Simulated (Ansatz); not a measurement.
**Sensitivity of the G0W0 gap of Ba2ClF3 (P-3m1)**

Aim: change settings of a G0W0 run on Ba2ClF3 (P-3m1) and see what moves.

Method: G0W0 on LDA, plane waves, PAW, in Ansatz 0.2.0.

**1. The starting structure**

The structure is trigonal, space group P-3m1 (No. 164). The conventional cell has a = 4.498 Å, b = 4.498 Å, c = 7.501 Å, α = 90.00°, β = 90.00°, γ = 120.00°. Nearest to Ba lie 7 F at 2.61 to 3.00 Å and 3 Cl at 3.43 Å. Nearest to Cl lie 6 Ba at 3.43 Å. Nearest to F lie 6 F at 2.87 Å and 6 Ba at 3.00 Å. Nearest to F lie 4 Ba at 2.61 to 2.74 Å. Farther neighbours and most contacts between anions are not listed.

The cell and positions are those that the Materials Project relaxed with its own functionals (PBE, PBE+U or r2SCAN), kept fixed. Spin-orbit coupling is left out unless a step names it. The default PAW set here is soft_2. Its files were made with PBE.

**2. The base run: 6×6×2 mesh, 344 empty bands, screening to 110 eV, plasmon pole**

G0W0 replaces the xc potential by the self-energy, built once from these orbitals. Only a window of levels is corrected, while the sums run over the empty bands that the input names.

Input file input.yaml:

```yaml
crystal:
  lattice:
    - [4.4976579259, 0.0, 0.0]
    - [-2.248828963, 3.8950860214, 0.0]
    - [0.0, 0.0, 7.500756]
  atoms:
    - { symbol: Ba, position: [0.66666667, 0.33333333, 0.201239] }
    - { symbol: Ba, position: [0.33333333, 0.66666667, 0.798761] }
    - { symbol: Cl, position: [0.0, 0.0, 0.5] }
    - { symbol: F, position: [0.0, 0.0, 0.0] }
    - { symbol: F, position: [0.66666667, 0.33333333, 0.835733] }
    - { symbol: F, position: [0.33333333, 0.66666667, 0.164267] }
kpoints:
  mp_grid: { grid: [6, 6, 2] }
hamiltonian:
  xc: lda
scf:
  occupations: { method: fixed }
gw:
  n_empty_bands: 344
  ecut_chi: 110.0
  qp_bands: [v2, c2]
  qp_kpoints: band_edges
  screening: { model: godby_needs }
```

The run is started by

```bash
> ansatz run input.yaml --threads 8 --pin off --max-ram 18432MiB --backend cpu --events-out ev --progress --plain --runs-dir out
```

Numbers of over 12 decimals in the logs are rounded to 6 here.

The log of the run:

```text
Engine: ansatz 0.2.0, aarch64-unknown-linux-gnu
Pseudopotentials: kind: paw
Pseudopotential: Ba, paw, valence charge 10, recommended cutoff 420 eV (normal), Ba.paw.azcp
Pseudopotential: Cl, paw, valence charge 7, recommended cutoff 420 eV (normal), Cl.paw.azcp
Pseudopotential: F, paw, valence charge 7, recommended cutoff 420 eV (normal), F.paw.azcp
Functional definition: SPW92
  exchange = slater_x
  correlation = pw_c
Crystal: 6 atoms, lattice volume = 131.404 Å³
Basis set: ecut = 420 eV, 2575 PW (Γ)
Bands: 30, of which v1, the nominal top of the filled ones, is band 24 counted from 1 (23 counted from 0)
Symmetry: 12 space group operations
Space group: P-3m1 (ITA 164), of the structure as read, at distance tolerance 5.1e-5 Å
k-points: 14 of 72
Non-local potential: Ba, projectors of the file, l = 0: 3, l = 1: 2, l = 2: 2, l = 3: 2
Non-local potential: Cl, projectors of the file, l = 0: 2, l = 1: 2, l = 2: 2
Non-local potential: F, projectors of the file, l = 0: 2, l = 1: 2, l = 2: 1
PAW form: soft (Blöchl's): semilocal exchange-correlation on the pseudo side does not see the compensation charge
PAW frozen core: Ba, regenerated for the run's functional, and the local potential with it (the file was generated under x = pbe(κ = 0.804, μ = 0.219515), c = pbe(β = 0.066725))
PAW frozen core: Cl, regenerated for the run's functional, and the local potential with it (the file was generated under x = pbe(κ = 0.804, μ = 0.219515), c = pbe(β = 0.066725))
PAW frozen core: F, regenerated for the run's functional, and the local potential with it (the file was generated under x = pbe(κ = 0.804, μ = 0.219515), c = pbe(β = 0.066725))
PAW one-centre angular grid: Ba, 194 points (default); XC on 64 Gauss nodes
PAW one-centre angular grid: Cl, 110 points (default); XC on 64 Gauss nodes
PAW one-centre angular grid: F, 110 points (default); XC on 64 Gauss nodes
Initial density: superposition of atomic densities (neutral atoms: chi_scale 0, normalization atom), corrected by the library's trained network
Initial wavefunctions: pseudopotential atomic-orbital guess
Functional: x = slater, c = lda
SCF iter   1: F=—  HF=-14997.468093 eV  |F-HF|=—  |Δ(HF+E_count)|=         —  Δρ=1.35e-2  dr2=1.85e-1  ethr=1.77e-3  ⟨swp⟩=4.9  Hψ=1799  notcnv=0  defer=40
preconditioner: auto → Resta (q_TF=auto, 2.307 Å⁻¹)  ε∞=3.5  [insulator: Δε(μ)=5.241 eV  Ē_g=13.712 eV  n_scr=22 (ndim 8)  ℏωp=21.5 eV  f_vac=0.049  ε∞_Penn≈3.5]
SCF iter   2: F=—  HF=-14997.418766 eV  |F-HF|=—  |Δ(HF+E_count)|=   4.93e-2  Δρ=4.60e-3  dr2=1.32e-2  ethr=3.85e-4  ⟨swp⟩=2.2  Hψ=880  notcnv=0  defer=53
SCF iter   3: F=—  HF=-14997.415596 eV  |F-HF|=—  |Δ(HF+E_count)|=   3.17e-3  Δρ=1.72e-3  dr2=3.13e-3  ethr=2.75e-5  ⟨swp⟩=2.5  Hψ=716  notcnv=0  defer=56
[...]
NSCF: frozen V_eff on 14 k-points
G₀W₀ screening: q 1/14
[... further progress lines ...]
SCF converged after 8 iterations
Free energy (F): -14997.414810 eV
Harris-Foulkes:  -14997.414810 eV  (|F-HF|=2.72e-9)
Internal energy: -14997.414810 eV  (E = F + TS)
E sigma→0 (E₀):  -14997.414810 eV
Fermi energy:    3.564318 eV
--- Per-component energies (eV) ---
  E_band       = -200.906096
  E_kinetic    = 1111.515150
  E_local      = -3046.029744  (includes V_loc(G=0)·N_el)
  E_nonlocal   = 376.411166
  E_hartree    = 1165.200340
  E_xc         = -674.992297
  E_vxc        = -697.735111  (∫ρ·V_xc dr)
  E_paw        = -11302.137006  (= ΣΔE_a)
  E_vpaw       = -275.470395  (= ΣTr[D̂ρ^β])
  E_aug_tail   = 0.006161  (compensation charges beyond the density's cutoff)
  E_ewald      = -2628.483858
  E_core_change = 1.095278  (= ΣΔE_core)
  E_smearing   = -0.000000  (= −TS)
  E_closure    = -0.000000  (closes the sum)
  Σ components = -14997.414810   (vs F -14997.414810, Δ=0.00e0)
--- Band table (eV; the first three rows and the last of 14) ---
  k-point 0: bands = [... 20 lower, 3.1359, 3.5385, 3.5385, 3.5643, 8.9765, 10.4580, 10.6377, 10.6377, ... 2 higher]
  k-point 1: bands = [... 20 lower, 3.2758, 3.2758, 3.4463, 3.4463, 9.7140, 11.0328, 11.3656, 11.4280, ... 2 higher]
  k-point 2: bands = [... 20 lower, 3.1019, 3.2308, 3.4817, 3.5100, 9.4524, 10.7647, 10.8340, 10.8586, ... 2 higher]
  k-point 13: bands = [... 20 lower, 3.1495, 3.1495, 3.2207, 3.2207, 10.8190, 11.2370, 11.2640, 11.2640, ... 2 higher]
--- G₀W₀: ω_p = 22.4426 eV, 72 q-points, 344 empty bands' worth ---
  eigenvalues of the whole cell's RPA ε∞ on this k-mesh (on a slab, of 1 + 4πα/V) = 2.6231, 2.6787, 2.6787; static W/v taken at q = 0 is 0.377559
  GN-PPA: 2213758/8540035 pairs with Re ω̃² < 0 across q-mesh
  bands read: the sum over 368 bands ends inside a degenerate multiplet in 4 slots, whose members it reads at an even weight; the widest, k=0: bands 368 to 369 (counted from 1) at 1/2 each
  gw.qp_kpoints: band_edges: 14 of 14 stored k-points solved, in 1 pass; an edge of the gap read off the rows below is read off those points alone
    ik  band        ε_KS         Σx   Σc(E_QP)       V_xc       Z   E_QP_lin       E_QP  E_QP is
     0    23      3.5385   -24.6950     3.8567   -19.3456  0.7975     2.0253     2.0459  root
     0    24      3.5643   -25.0355     4.0046   -19.5320  0.7942     2.0426     2.0655  root
     0    25      8.9765    -5.0108    -3.4263    -9.6362  0.8689    10.1817    10.1756  root
     0    26     10.4580    -5.9812    -3.7056   -11.2153  0.8573    11.9900    11.9865  root
     1    23      3.4463   -21.0950     2.8366   -16.7111  0.8108     1.8827     1.8991  root
     1    24      3.4463   -21.0950     2.8366   -16.7111  0.8108     1.8827     1.8991  root
     1    25      9.7140    -5.2274    -3.3456    -9.7724  0.8651    10.9213    10.9134  root
     1    26     11.0328    -7.9075    -3.5968   -13.1426  0.8531    12.6843    12.6710  root
[...]
13    23      3.2207   -30.5108     5.8818   -23.1413  0.7708     1.6976     1.7330  root
    13    24      3.2207   -30.5108     5.8818   -23.1413  0.7708     1.6976     1.7330  root
    13    25     10.8190    -7.1400    -3.8800   -12.7128  0.8590    12.5333    12.5118  root
    13    26     11.2370    -6.8080    -3.8180   -12.2354  0.8555    12.8606    12.8463  root
```

It took 5.2 min on 8 threads of Arm Neoverse N1, shared host; peak memory 2.2 GiB.

Numbers from this step:

```yaml
bands_summed: 368
plasmon_pole_fit_frequency: 22.44 eV
rpa_eps_infinity_on_this_mesh_eigenvalues: 2.623, 2.679, 2.679
plane_waves_in_the_screening_matrix: 337
q_points_in_the_mesh: 72
g0w0_gap_on_the_mesh: 8.110 eV
k_of_the_valence_top: 0, 0, 0
k_of_the_conduction_bottom: 0, 0, 0
starting_gap_on_the_mesh: 5.412 eV
z_at_the_valence_top: 0.7942
z_at_the_conduction_bottom: 0.8689
least_direct_g0w0_gap_on_the_computed_points: 8.110 eV
```

The gap on the mesh goes from 5.41 eV to 8.11 eV, a correction of +2.70 eV. Between the two edge states, bare exchange in place of the xc potential would open the gap by 10.13 eV, and correlation takes back 7.43 eV.

**3. Variant: plasmon pole at a typed frequency**

input.yaml: that of step 2 with these lines changed.

```diff
@@ -13,3 +13,3 @@
 kpoints:
-  mp_grid: { grid: [6, 6, 2] }
+  mp_grid: { grid: [3, 3, 2] }
 hamiltonian:
@@ -19,4 +19,4 @@
 gw:
-  n_empty_bands: 344
-  ecut_chi: 110.0
+  n_empty_bands: 298
+  ecut_chi: 100
   qp_bands: [v2, c2]
@@ -24 +24,2 @@
   screening: { model: godby_needs }
+  plasmon_pole_fit_frequency: 25
```

The log of the run:

```text
[...]
Crystal: 6 atoms, lattice volume = 131.404 Å³
Basis set: ecut = 420 eV, 2575 PW (Γ)
Bands: 30, of which v1, the nominal top of the filled ones, is band 24 counted from 1 (23 counted from 0)
[... 1 set-up line as in the run before ...]
[...]
k-points: 6 of 18
[...]
SCF iter   1: F=—  HF=-14997.466183 eV  |F-HF|=—  |Δ(HF+E_count)|=         —  Δρ=1.35e-2  dr2=1.83e-1  ethr=1.77e-3  ⟨swp⟩=4.8  Hψ=775  notcnv=0  defer=17
[...]
SCF iter   8: F=-14997.413089 eV  HF=-14997.413089 eV  |F-HF|=4.47e-9  |Δ(HF+E_count)|=   1.24e-8  Δρ=2.47e-6  dr2=7.77e-9  ethr=2.08e-10  ⟨swp⟩=10.2  Hψ=913  notcnv=0
SCF 1 converged in 8 iterations: F = -14997.413089 eV  dr2 = 7.77e-9
[...]
NSCF: frozen V_eff on 6 k-points
G₀W₀ screening: q 1/6
[... further progress lines ...]
[...]
SCF converged after 8 iterations
Free energy (F): -14997.413089 eV
[...]
Internal energy: -14997.413089 eV  (E = F + TS)
E sigma→0 (E₀):  -14997.413089 eV
Fermi energy:    3.565812 eV
[...]
--- Band table (eV; the first three rows and the last of 6) ---
  k-point 0: bands = [... 20 lower, 3.1370, 3.5400, 3.5400, 3.5658, 8.9769, 10.4583, 10.6378, 10.6378, ... 2 higher]
  k-point 1: bands = [... 20 lower, 3.2763, 3.2763, 3.4484, 3.4484, 9.7145, 11.0330, 11.3660, 11.4279, ... 2 higher]
  k-point 2: bands = [... 20 lower, 3.0390, 3.1531, 3.3471, 3.3959, 10.0422, 10.6590, 11.0887, 11.2360, ... 2 higher]
  k-point 5: bands = [... 20 lower, 3.1514, 3.1514, 3.2212, 3.2212, 10.8189, 11.2373, 11.2643, 11.2643, ... 2 higher]
--- G₀W₀: ω_p = 25.0000 eV, 18 q-points, 298 empty bands' worth ---
[...]
GN-PPA: 361960/1578313 pairs with Re ω̃² < 0 across q-mesh
[...]
0    23      3.5400   -24.7210     3.8927   -19.3303  0.8000     2.0319     2.0421  root
     0    24      3.5658   -25.0390     4.0149   -19.5281  0.7955     2.0647     2.0698  root
     0    25      8.9769    -4.9610    -3.4698    -9.6357  0.8691    10.1880    10.1818  root
     0    26     10.4583    -5.9596    -3.7239   -11.2156  0.8626    12.0016    11.9904  root
     1    23      3.4484   -21.1424     2.8885   -16.7097  0.8128     1.9000     1.9041  root
     1    24      3.4484   -21.1424     2.8885   -16.7097  0.8128     1.9000     1.9041  root
     1    25      9.7145    -5.1872    -3.3782    -9.7715  0.8650    10.9266    10.9207  root
     1    26     11.0330    -7.8910    -3.5998   -13.1430  0.8541    12.6929    12.6852  root
[...]
5    23      3.2212   -30.5267     5.8610   -23.1376  0.7740     1.6857     1.6931  root
     5    24      3.2212   -30.5267     5.8610   -23.1376  0.7740     1.6857     1.6931  root
     5    25     10.8189    -7.1168    -3.8850   -12.7129  0.8576    12.5440    12.5299  root
     5    26     11.2373    -6.7936    -3.8279   -12.2358  0.8564    12.8739    12.8515  root
```

Run time: 28 s. Hardware: 8 threads; peak memory 1.4 GiB.

The G0W0 gap on the mesh is 8.112 eV.

Against the base:

| setting | base | variant |
| --- | --- | --- |
| mesh | 6×6×2 | 3×3×2 |
| empty bands | 344 | 298 |
| screening cutoff (eV) | 110.0 | 100 |
| plasmon pole fit frequency | - | 25 |

| quantity | variant | base |
| --- | --- | --- |
| starting gap on the mesh | 5.411 | 5.412 |
| G0W0 gap on the mesh | 8.112 | 8.110 |
| least direct G0W0 gap on the computed points | 8.112 | 8.110 |
| Z at the valence top | 0.796 | 0.794 |
| Z at the conduction bottom | 0.869 | 0.869 |

**4. What came out**

| Quantity | Value |
| --- | --- |
| base | 8.11 eV, 5.2 min |
| plasmon pole at a typed frequency | 8.11 eV, 28 s |

In words: Plasmon pole at a typed frequency: the gap moves by +0.002 eV and the time by a factor of 0.091. The variant differs from the base in mesh, empty bands, screening cutoff and plasmon pole fit frequency together, so the change can't be laid to one of them. All runs here use a coarse mesh and modest cutoffs; they test settings and are not final values. The 6×6×2 mesh is coarse for this cell (its supercell is 15 Å along the shortest edge). The RPA ε∞ on it, from the LDA start, is 2.62 and 2.68; such meshes misread the long-range screening, most where the gap is narrow. The many-body steps are scalar-relativistic: spin-orbit coupling is not in them.

[Paths, hosts, dates, memory and timing lines, banners, echoed tables and standing remarks are left out of the program output.]

[Logs are printed without paths, hosts, clocks, repeated set-up lines and the standing remarks that a program may print on its own settings, such as how far it seeks lower states.]

[Runs of the session that timed out or met a known fault of the program may be left out.]

[Cells called generated may have been cut or substituted from an entry of the Crystallography Open Database or the Materials Project.]

[Hosts, paths, dates, database ids (printed as entryN), source tags and the programs' standing remarks are cut or masked in the printed files.]
